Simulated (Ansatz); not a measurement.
# Electron scattering at the Σ5 (210) boundary in fcc Cu, starting shift (0.33, 0), part 2 of 3

Aim: the relaxed structure and the specific resistance of the Σ5 (210) boundary in fcc Cu, starting shift (0.33, 0).

Ansatz 0.2.0; Ansatz plane-wave DFT, PBE, PAW files; relaxation of a bicrystal slab with its lowest layers held; PAW set soft_1 (the session's first sound run).

So far. Step 2 (Relaxing the bicrystal): The largest force component on a free atom ends at 0.0082 eV/Å, under the tolerance of 0.03, after 16 steps.

## (3) Transmission across the boundary

Bulk layers of each grain are laid under and over the relaxed boundary, and a lead is named in the middle of each, away from the free faces. The mesh across the current, 20×20, is finer than the density's, because channels open and close sharply across the zone. Energies from -0.1 to 0.1 eV in steps of 0.05 eV are too few for the program's thermal sum, so it prints no conductance; for a metal the transmission near the Fermi level serves, at a fraction of the cost.

This step: Ansatz plane-wave DFT, PBE, PAW files; ballistic transport by layer matching (Landauer), zero bias; boundary relaxed in a short slab, bulk layers laid on; PAW set soft_1 (Ansatz 0.2.0).

System of this step: Σ5 (210) boundary in fcc Cu, starting shift (0.33, 0). The cell holds 53 atoms: 53 Cu. Cell: a = 4.427 Å, b = 3.615 Å, c = 50.470 Å, α = 90.0°, β = 90.0°, γ = 65.9°. It derives from Cu. Regions: lower grain, 22 atoms (22 Cu); boundary, 14 atoms (14 Cu); upper grain, 17 atoms (17 Cu). Vacuum lies along c.

Input file input.yaml:

```yaml
crystal:
  lattice:
    - [4.4274037203, 0.0, 0.0]
    - [1.4758012401, 3.2999918941, 0.0]
    - [0.0, 0.0, 50.4700943475]
  atoms:
    - { symbol: Cu, position: [-17.3999999996, 8.6999999997, 0.0792548548] }
    - { symbol: Cu, position: [-16.7999999996, 8.3999999997, 0.0952708667] }
    - { symbol: Cu, position: [-16.1999999996, 8.0999999997, 0.1112868785] }
    - { symbol: Cu, position: [-15.5999999996, 7.7999999997, 0.1273028904] }
    - { symbol: Cu, position: [-14.9999999996, 7.4999999997, 0.1433189023] }
    - { symbol: Cu, position: [-14.3999999997, 7.1999999997, 0.1593349141] }
    - { symbol: Cu, position: [-13.7999999997, 6.8999999998, 0.175350926] }
    - { symbol: Cu, position: [-13.1999999997, 6.5999999998, 0.1913669378] }
    - { symbol: Cu, position: [-12.5999999997, 6.2999999998, 0.2073829497] }
    - { symbol: Cu, position: [-11.9999999997, 5.9999999998, 0.2233989615] }
    - { symbol: Cu, position: [-11.3999999997, 5.6999999998, 0.2394149734] }
    - { symbol: Cu, position: [-10.7999999997, 5.3999999998, 0.2554309853] }
    - { symbol: Cu, position: [-10.1999999998, 5.0999999998, 0.2714469971] }
    - { symbol: Cu, position: [-9.5999999998, 4.7999999998, 0.287463009] }
    - { symbol: Cu, position: [-8.9999999998, 4.4999999998, 0.3034790208] }
    - { symbol: Cu, position: [-8.3999999998, 4.1999999998, 0.3194950327] }
    - { symbol: Cu, position: [-7.7999999998, 3.8999999998, 0.3355110446] }
    - { symbol: Cu, position: [-7.1999999998, 3.5999999999, 0.3515270564] }
    - { symbol: Cu, position: [-6.5999999998, 3.2999999999, 0.3675430683] }
    - { symbol: Cu, position: [-5.9999999999, 2.9999999999, 0.3835590801] }
    - { symbol: Cu, position: [-5.3999999999, 2.6999999999, 0.399575092] }
    - { symbol: Cu, position: [-4.7999999999, 2.3999999999, 0.4155911039] }
    - { symbol: Cu, position: [0.8000000001, 0.0999999999, 0.4316071157] }
    - { symbol: Cu, position: [0.4006079805, 0.7996942391, 0.4480928874] }
    - { symbol: Cu, position: [0.0037933371, 0.4981109366, 0.4642830088] }
    - { symbol: Cu, position: [0.6099837386, 0.1950086378, 0.4794908073] }
    - { symbol: Cu, position: [0.2013221601, 0.8992985477, 0.4965584697] }
    - { symbol: Cu, position: [0.8106591503, 0.5945644557, 0.5143431161] }
    - { symbol: Cu, position: [0.4135522141, 0.2930803652, 0.525299942] }
    - { symbol: Cu, position: [0.0272307706, -0.0147086966, 0.5483774446] }
    - { symbol: Cu, position: [0.4106274284, 0.2921597945, 0.5709054849] }
    - { symbol: Cu, position: [0.8062666427, 0.5944735045, 0.5817096833] }
    - { symbol: Cu, position: [1.1962586444, -0.1007594945, 0.5998873506] }
    - { symbol: Cu, position: [0.6041725782, 0.1953910725, 0.6167201099] }
    - { symbol: Cu, position: [0.9985692052, 0.498090903, 0.6319980088] }
    - { symbol: Cu, position: [0.3972505963, -0.2012003623, 0.6484729436] }
    - { symbol: Cu, position: [-4.2027494037, 2.0987996377, 0.6644889554] }
    - { symbol: Cu, position: [-4.8027494036, 2.3987996377, 0.6805049673] }
    - { symbol: Cu, position: [-5.4027494036, 2.6987996377, 0.6965209792] }
    - { symbol: Cu, position: [-6.0027494036, 2.9987996377, 0.712536991] }
    - { symbol: Cu, position: [-6.6027494036, 3.2987996376, 0.7285530029] }
    - { symbol: Cu, position: [-7.2027494036, 3.5987996376, 0.7445690147] }
    - { symbol: Cu, position: [-7.8027494036, 3.8987996376, 0.7605850266] }
    - { symbol: Cu, position: [-8.4027494036, 4.1987996376, 0.7766010385] }
    - { symbol: Cu, position: [-9.0027494035, 4.4987996376, 0.7926170503] }
    - { symbol: Cu, position: [-9.6027494035, 4.7987996376, 0.8086330622] }
    - { symbol: Cu, position: [-10.2027494035, 5.0987996376, 0.824649074] }
    - { symbol: Cu, position: [-10.8027494035, 5.3987996376, 0.8406650859] }
    - { symbol: Cu, position: [-11.4027494035, 5.6987996376, 0.8566810977] }
    - { symbol: Cu, position: [-12.0027494035, 5.9987996376, 0.8726971096] }
    - { symbol: Cu, position: [-12.6027494035, 6.2987996376, 0.8887131215] }
    - { symbol: Cu, position: [-13.2027494034, 6.5987996375, 0.9047291333] }
    - { symbol: Cu, position: [-13.8027494034, 6.8987996375, 0.9207451452] }
kpoints:
  mp_grid: { grid: [8, 8, 1] }
hamiltonian:
  xc: pbe
  pseudopotentials: { kind: paw, azcp: { folder: soft_1 } }
scf:
  occupations: { method: fermi_dirac, width: 0.1 }
output:
  transmission:
    leads: [[12, 13], [43, 44]]
    kmesh: [20, 20]
    e_range: [-0.1, 0.1]
    de: 0.05
  write_potential: true
  write_density: true
  volumetric_format: npy
  elf: true
```

Launch:

```
$ ansatz run input.yaml --threads 4 --pin off --max-ram 15360MiB --backend cpu --events-out ev --progress --plain --runs-dir out
```

Numbers of over 12 decimals in the logs are rounded to 6 here.

What it wrote:

```text
[...]
Crystal: 53 atoms, lattice volume = 737.388 Å³
Basis set: ecut = 420 eV, 14411 PW (Γ)
Bands: 605, of which v1, the nominal top of the filled ones, is band 504 counted from 1 (503 counted from 0)
Symmetry: 1 space group operations
[...]
k-points: 34 of 64 (time reversal used)
[...]
SCF iter   1: F=—  HF=-351178.013587 eV  |F-HF|=—  |Δ(HF+E_count)|=         —  Δρ=2.43e-1  dr2=2.63e2  ethr=3.10e-3  ⟨swp⟩=4.9  Hψ=65173  notcnv=0  defer=1857
[...]
SCF iter  15: F=-351131.065321 eV  HF=-351131.065321 eV  |F-HF|=2.91e-10  |Δ(HF+E_count)|=   2.78e-8  Δρ=1.75e-6  dr2=2.44e-8  ethr=9.93e-12  ⟨swp⟩=10.3  Hψ=89043  notcnv=0
SCF 1 converged in 15 iterations: F = -351131.065321 eV  dr2 = 2.44e-8
[...]
transmission: 832 of 8282 steps passed
transmission: 1660 of 8282 steps passed
[...]
transmission: 8282 of 8282 steps passed
WARN: The output density's exchange-correlation potential varies sharply where the density is thin. Do not read a vacuum level from v_tot or v_xc, or from such a field of the output density. On a cell that repeats whose density bears no net charge and no dipole along the vacuum's axis use v_es (v_loc + v_h of the components); under efield.dipole_correction with no amplitude use v_es + v_field, which holds any externa [...]
SCF converged after 15 iterations
Free energy (F): -351131.065321 eV
[...]
Internal energy: -351130.513265 eV  (E = F + TS)
E sigma→0 (E₀):  -351130.789293 eV
Entropy (-TS):   -0.552055 eV (-10.416 meV/atom)
Fermi energy:    13.253423 eV
[...]
--- Band table (eV; the first three rows and the last of 34) ---
  k-point 0: bands = [... 500 lower, 14.8454, 14.9062, 14.9930, 15.0640, 15.1527, 15.2173, 15.2887, 15.3703, ... 97 higher]
  k-point 1: bands = [... 500 lower, 14.5924, 14.6482, 14.7175, 14.8282, 14.9442, 15.0135, 15.1199, 15.3024, ... 97 higher]
  k-point 2: bands = [... 500 lower, 14.1515, 14.1798, 14.2011, 14.2704, 14.3119, 14.3927, 14.4509, 14.5552, ... 97 higher]
  k-point 33: bands = [... 500 lower, 12.3947, 12.4533, 12.5648, 12.7023, 12.7639, 12.8984, 13.1205, 13.1429, ... 97 higher]
--- Transmission ---
  basis      : 131 plane waves across, 41 finite elements along
  points     : 202, standing for a mesh of 20 x 20
  energies   : 5 from -0.100000 to 0.100000 eV about the Fermi level, 0.050000 eV apart; the leads are filled to 0.000000 eV, and channels, transmission and decay are at 0.000000 eV
  crystal 0  : Cu3, at the sites [12, 13], period 2.4250 Å, over 18.59 Å; its Hamiltonian steps by up to 6.0 meV
    offset         : up to 0.0000 Å between an atom of the period and one for which it stands
    channels       : 2.127500e0 a spin
    conductance    : none, the energies end too early or step too widely for 300 K: set another output.transmission.e_range or a lower de, or, where they end at an eighth of basis.ecutwfc, a higher one
[...]
channels       : 2.127500e0 a spin
[...]
junction   : crystal 0 to crystal 1, 13.00 to 37.47 Å
    transmission   : 1.827602e0 a spin
[...]
```

Run time: 25 min. Hardware: 4 threads of Intel Xeon Platinum 8375C at 2.90GHz (Ice Lake), shared host; peak memory 14 GiB; 1.5 h of CPU time.

Numbers from this step:

```
free energy                                    : -351131.0653 eV
energy at zero smearing                        : -351130.7893 eV
Fermi energy                                   : 13.25 eV
cell area                                      : 14.61 Å²
transmission per spin nearest the Fermi level  : 1.828
open channels per spin nearest the Fermi level : 2.127
open channels per spin, upper lead             : 2.127
step of the lead's potential                   : 6 meV
step of the upper lead's potential             : 7.1 meV
```

Per spin. Table of transmission, zone mean by energy, zero at the Fermi level:

| energy (eV) | transmission, zone mean |
| --- | --- |
| -0.1000 | 1.85 |
| -0.0500 | 1.83 |
| 0.0000 | 1.83 |
| 0.0500 | 1.84 |
| 0.1000 | 1.82 |

Per spin. Table of open channels, zone mean, lead = upper lead by energy, zero at the Fermi level:

| energy (eV) | open channels, zone mean, lead = upper lead |
| --- | --- |
| -0.1000 | 2.14 |
| -0.0500 | 2.12 |
| 0.0000 | 2.13 |
| 0.0500 | 2.15 |
| 0.1000 | 2.15 |

Transmission over k1 and k2. At 0.0000 eV from the Fermi level.

Values, 12 rows by 16 columns, each cell a mean:
```
1.01 1.30 2.13 2.69 2.65 1.87 1.07 0.98 1.47 1.85 2.54 2.73 2.70 2.51 1.80 1.05
2.42 2.56 2.75 2.78 2.75 2.60 2.41 2.31 1.95 1.79 1.47 1.31 1.76 2.02 2.48 2.44
2.83 2.82 2.81 2.82 2.82 2.71 2.38 1.68 0.98 0.98 0.97 0.97 0.98 1.43 2.37 2.74
2.33 2.37 2.38 2.34 2.02 1.95 1.80 1.11 0.95 0.95 0.95 0.96 1.32 1.91 1.96 2.02
1.90 1.89 1.89 1.92 1.94 1.83 1.30 0.98 0.95 0.95 0.96 0.92 1.83 1.94 1.94 1.89
1.85 1.87 1.91 1.92 1.91 1.54 1.00 0.94 0.94 0.94 1.06 1.36 1.92 1.92 1.91 1.88
1.88 1.89 1.93 1.93 1.69 0.90 0.95 0.95 0.95 0.95 1.12 1.78 1.93 1.91 1.89 1.88
2.03 1.95 1.95 1.92 1.37 0.95 0.95 0.94 0.95 1.16 1.74 1.95 2.00 2.07 2.06 2.06
2.68 2.40 2.06 1.45 0.97 0.97 0.96 0.97 0.97 1.34 2.10 2.40 2.57 2.74 2.76 2.77
2.80 2.76 2.47 1.55 1.22 0.98 1.16 1.34 1.68 2.59 2.76 2.80 2.81 2.80 2.80 2.80
1.36 1.62 2.25 2.39 2.42 2.31 2.27 2.08 1.85 1.34 1.44 2.27 2.73 2.71 2.39 1.63
0.94 0.94 1.32 2.52 2.82 2.38 1.60 1.04 0.94 0.96 1.06 2.28 2.79 2.29 1.25 0.98
```
Columns: k1 (b1) from -0.5 to 0.45; rows upwards: k2 (b2) from -0.5 to 0.45.

Open channels over k1 and k2. At 0.0000 eV from the Fermi level.

Values, 12 rows by 16 columns, each cell a mean:
```
2.00 2.16 2.76 3.00 3.00 2.60 2.00 2.00 2.40 2.64 3.00 3.00 3.00 3.00 2.64 2.08
2.80 2.88 3.00 3.00 3.00 2.92 2.80 2.80 2.48 2.00 1.64 1.40 2.00 2.40 3.00 2.84
3.00 3.00 3.00 3.00 3.00 3.00 2.64 1.92 1.00 1.00 1.00 1.00 1.00 1.56 2.76 3.00
2.60 2.60 2.60 2.60 2.48 2.00 2.00 1.20 1.00 1.00 1.00 1.00 1.52 2.00 2.00 2.48
2.00 2.00 2.00 2.00 2.00 1.92 1.80 1.16 1.00 1.00 1.00 1.48 2.00 2.00 2.00 2.00
2.00 2.00 2.00 2.00 2.00 1.84 1.24 1.00 1.00 1.00 1.36 1.60 2.00 2.00 2.00 2.00
2.00 2.00 2.00 2.00 1.88 1.24 1.00 1.00 1.00 1.16 1.40 1.88 2.00 2.00 2.00 2.00
2.20 2.12 2.00 2.00 1.68 1.12 1.00 1.00 1.00 1.40 2.00 2.00 2.20 2.20 2.20 2.20
3.00 2.84 2.24 1.52 1.00 1.00 1.00 1.00 1.00 1.40 2.36 2.60 3.00 3.00 3.00 3.00
3.00 3.00 3.00 1.72 1.32 1.00 1.24 1.40 2.04 3.00 3.00 3.00 3.00 3.00 3.00 3.00
2.20 2.44 2.92 2.84 2.76 2.60 2.72 2.64 2.68 2.20 2.20 2.84 3.00 3.00 2.88 2.32
2.00 2.00 2.24 2.88 3.00 2.76 2.40 2.08 2.00 2.00 2.00 2.80 3.00 2.76 2.16 2.00
```
Columns: k1 (b1) from -0.5 to 0.45; rows upwards: k2 (b2) from -0.5 to 0.45.

Electrostatic potential energy in the cb plane at fractional x = 0.196, with atoms of Cu within 0.2 Å of it. With pseudopotentials it is smooth inside the atoms' cores, unlike the true potential.

Values in eV, 5 rows by 16 columns, each cell a mean:
```
 15   1  10 -20 -36  11   1  13  15   1  10 -19 -36  13  17  17
  7  12  13   5  -1  13  11  10   7  12  13   6   0  16  17  17
-31  12   3  13  15   3  10 -16 -31  12   3  13  16  17  17  17
-22  13   6  13  14   7  12  -9 -22  12   6  13  15  17  17  17
 12   9  12  -2 -12  13  10  13  12   9  12  -1 -12  15  17  17
```
Columns run along c (16.0 Å, from fractional 0.68 to 1.00 of the cell; values clipped at the 3rd and 97th percentile), rows up along b (3.6 Å). Atoms in or near the plane, at fractional coordinates: Cu at (0.76, 0.90), Cu at (0.84, 0.40), Cu at (0.92, 0.90).

Valence density in the cb plane at fractional x = 0.196, with atoms of Cu within 0.2 Å of it. It is the smooth field of the valence electrons, not physical close to the nuclei.

Ten steps, logarithmic in the rise over the least value, from '0' (0 e/Å³) to '9' (53 e/Å³), each cell a mean:
```
00012110138972001221000001211013897200000000
00011100136852001111000001111002685200000000
10000000012321000110001000000001232000000000
42100011000000011000134210001100000000000000
86200111100000111101378620011110000000000000
96200121100000121101389720011110000000000000
64100011000000111000245410001100000000000000
11000000011110000000011100000001111000000000
00011100025641001110000001110002564100000000
```
Columns run along c (16.0 Å, from fractional 0.68 to 1.00 of the cell), rows up along b (3.6 Å). Atoms in or near the plane, at fractional coordinates: Cu at (0.76, 0.90), Cu at (0.84, 0.40), Cu at (0.92, 0.90).

ELF in the cb plane at fractional x = 0.196, with atoms of Cu within 0.2 Å of it. It is the smooth field of the valence electrons, not physical close to the nuclei.

Values, 5 rows by 16 columns, each cell a mean:
```
0.23 0.17 0.19 0.23 0.34 0.20 0.16 0.21 0.23 0.17 0.19 0.23 0.34 0.12 0.04 0.00
0.19 0.22 0.22 0.20 0.18 0.23 0.21 0.21 0.19 0.22 0.21 0.20 0.16 0.11 0.03 0.00
0.29 0.21 0.17 0.22 0.23 0.17 0.20 0.21 0.29 0.21 0.17 0.24 0.21 0.10 0.02 0.00
0.23 0.22 0.18 0.22 0.22 0.18 0.22 0.19 0.23 0.22 0.18 0.23 0.19 0.11 0.02 0.00
0.21 0.20 0.22 0.19 0.18 0.23 0.19 0.22 0.21 0.20 0.21 0.19 0.17 0.11 0.04 0.00
```
Columns run along c (16.0 Å, from fractional 0.68 to 1.00 of the cell), rows up along b (3.6 Å). Atoms in or near the plane, at fractional coordinates: Cu at (0.76, 0.90), Cu at (0.84, 0.40), Cu at (0.92, 0.90).

Over the solved energies the transmission per spin lies between 1.82 and 1.85, out of 2.14 channels of the lead on average (up to 2.15).

## (4) Specific resistance

This step: Ansatz plane-wave DFT, PBE, PAW files; ballistic transport by layer matching (Landauer), zero bias; specific resistance of the boundary; PAW set soft_1 (Ansatz 0.2.0).

This step gave:

```yaml
area_resistance: 0.1461 fΩ m²
t_over_the_leads_mean_channel_count: 0.8580
```

Averaged over the energies near the Fermi level, 85.8 % of the channels pass, which makes 0.146 fΩ m².

By hand, with T and the leads' channels N averaged over the energies near the Fermi level: RA = A (h/2e²)(1/T − ½[1/N₁ + 1/N₂]) = 14.61×10⁻²⁰ m² × 12 906 Ω × (1/1.832 − ½[1/2.136 + 1/2.136]) = 0.146 fΩ m².

(Continued in part 3 of 3.)

[Logs are printed without paths, hosts, clocks, repeated set-up lines and the standing remarks that a program may print on its own settings, such as how far it seeks lower states.]

[Hosts, paths, dates, database ids (printed as entryN), source tags and the programs' standing remarks are cut or masked in the printed files.]
